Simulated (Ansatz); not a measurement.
# Glassy 79SiO2-7BaO-7CaO-7Na2O (mol %) (166 atoms) under strain: runs compared

How stiff is glassy 79SiO2-7BaO-7CaO-7Na2O (mol %) (166 atoms)?

Computed with Ansatz 0.2.0: Kohn-Sham DFT, LDA, PAW (set soft_2), plane waves.

## Step 1: The cell as built

The cell holds 166 atoms: 46 Si, 4 Ba, 4 Ca, 8 Na and 104 O. Its edges and angles: a = 13.295 Å, b = 13.295 Å, c = 13.295 Å, α = 90.0°, β = 90.0°, γ = 90.0°. 166 atoms (46 Si, 4 Ba, 4 Ca, 8 Na, 104 O) placed at random at 2.6 g/cm³, melted at 4000 K for 10 ps at fixed volume with the Morse and Coulomb pair potential with partial charges (Pedone, Malavasi, Menziani, Cormack and Segre, J. Phys. Chem. B 110, 11780 (2006)). Quenched from 4000 K to 300 K at 50 K/ps and fixed volume, held 10 ps at zero pressure.

Limits known from the start: The quench rate of 50 K/ps is orders of magnitude faster than experiment, which tends to freeze in extra defects. The network of bonds at the start is that of the classical potential that made the cell, and needn't be the one that DFT or experiment would give. Only the Γ point is sampled. Spin–orbit coupling is left out, which matters for the levels of the heavy elements.

## Step 2: The reference run

The reference is a single point at the end of the relaxation.

Every strained cell starts from the geometry of this run, and its atoms are relaxed with the cell held.

Its input, with most atom lines left out:

```yaml
crystal:
  lattice:
    - [12.84186, 0.34385, 0.13568]
    - [0.34385, 12.95299, 0.0041]
    - [0.13568, 0.0041, 13.1408]
  atoms:
    - { symbol: Si, position: [0.41651, 0.44806, 0.56684] }
    - { symbol: Si, position: [0.41421, 0.64882, 0.01566] }
    - { symbol: Si, position: [0.17736, 0.69595, 0.64532] }
    - { symbol: Si, position: [0.39122, 0.33889, 0.07021] }
    - { symbol: Si, position: [0.08615, 0.89818, 0.9796] }
    - { symbol: Si, position: [0.55995, 0.45747, 0.95968] }
    - { symbol: Si, position: [0.74112, 0.34183, 0.51107] }
    [... atom lines 8 to 166 left out ...]
kpoints:
  mp_grid: { grid: [1, 1, 1] }
hamiltonian:
  xc: lda
scf:
  occupations: { method: fermi_dirac, width: 0.025 }
output:
  forces: true
  stress: true
  populations: true
  dos:
    method: { smearing: { sigma: 0.15 } }
    de: 0.1
    projected: { site_lists: { Ba: [Ba], Ca: [Ca], Na: [Na], O: [O], Si: [Si] } }
  eigenvalues: true
  write_density: true
  write_potential: true
  volumetric_format: npy
  elf: true
```

* free energy per atom: -770.3967 eV/atom
* r.m.s. force component: 0.00664 eV/Å
* pressure: -0.006646 GPa

Filled and empty levels are parted by 3.85 eV (at Γ alone); a local or semilocal functional tends to put such gaps too low. In a disordered cell it changes from sample to sample, and tail or defect levels can set it.

## Step 3: The runs

Each row is one run, on 4 threads of Arm Neoverse V2, shared host. The free energy is the program's total, comparable only between runs with the same functional, potentials and atoms.

```tsv
run	atoms	outcome	ionic steps, all passes	free energy (eV)	time	host memory (GiB)
Single point at the start	166	converged	-	-127869.857	46 s	3.6
Cell and atoms relaxed	166	converged	38	-127885.849	27 min	3.6
Single point at the relaxed geometry	166	converged	-	-127885.849	69 s	3.5
Volume -3 %	166	converged	7	-127885.507	5.2 min	3.4
Volume +3 %	166	converged	9	-127885.566	7.4 min	3.5
Volume -6 %	166	converged	12	-127884.442	8.4 min	3.3
Volume +6 %	166	cut at the time limit	25	-127885.105	20 min	3.7
Volume -10 %	166	cut at the time limit	17	-127881.777	13 min	3.3
Stretched by 1 % along x	166	converged	6	-127885.794	4.7 min	3.5
```

In some runs the program notes that the SCF threshold is loose for the stress.

## Step 4: Pressure against volume

Atoms are relaxed at each volume, in the scaled cell.

```tsv
volume change (%)	volume (Å³/atom)	energy change (meV/atom)	pressure (GPa)	largest move on relaxing (Å)	bonds	gap (eV)
-6	12.368	8.47	3.59	0.25	287	4.04
-3	12.762	2.06	1.71	0.11	280	3.94
+0	13.157	0.00	-0.01	-	279	3.85
+3	13.552	1.71	-1.34	0.18	274	3.77
```

## Step 5: Uniaxial strain and shear

Stress (GPa, compression positive) less that of the relaxed cell, atoms relaxed:

```tsv
strain	xx	yy	zz	xy	energy change (meV/atom)
stretched by 1 % along x	-0.914	-0.263	-0.285	-0.016	0.33
```

## Step 6: Outcome

The bulk modulus, from the slope of pressure against ln V over the three points nearest the relaxed volume, is 51.0 GPa; a quadratic over all points gives a pressure derivative of about 4.6. The count of bonds runs from 274 to 287 over the series, so at some points contacts cross the cutoffs. The gap goes from 4.04 eV at the smallest volume to 3.77 eV at the largest, -2.9 eV per unit of ln V by a straight line, on the run's k-points.

**Limits.** Strains are finite and relaxations stop at the force tolerance of the input, which can leave moduli too stiff; they are those of a static cell at zero temperature. Volumes are changed with the cell's shape held, so in an anisotropic solid the modulus lies over the one under free hydrostatic load. The program notes that the SCF threshold of the relaxations is loose for the stress.

The DFT runs together took 87 min of wall time.

[Logs are printed without paths, hosts, clocks, repeated set-up lines and the standing remarks that a program may print on its own settings, such as how far it seeks lower states.]

[Hosts, paths, dates, database ids (printed as entryN), source tags and the programs' standing remarks are cut or masked in the printed files.]
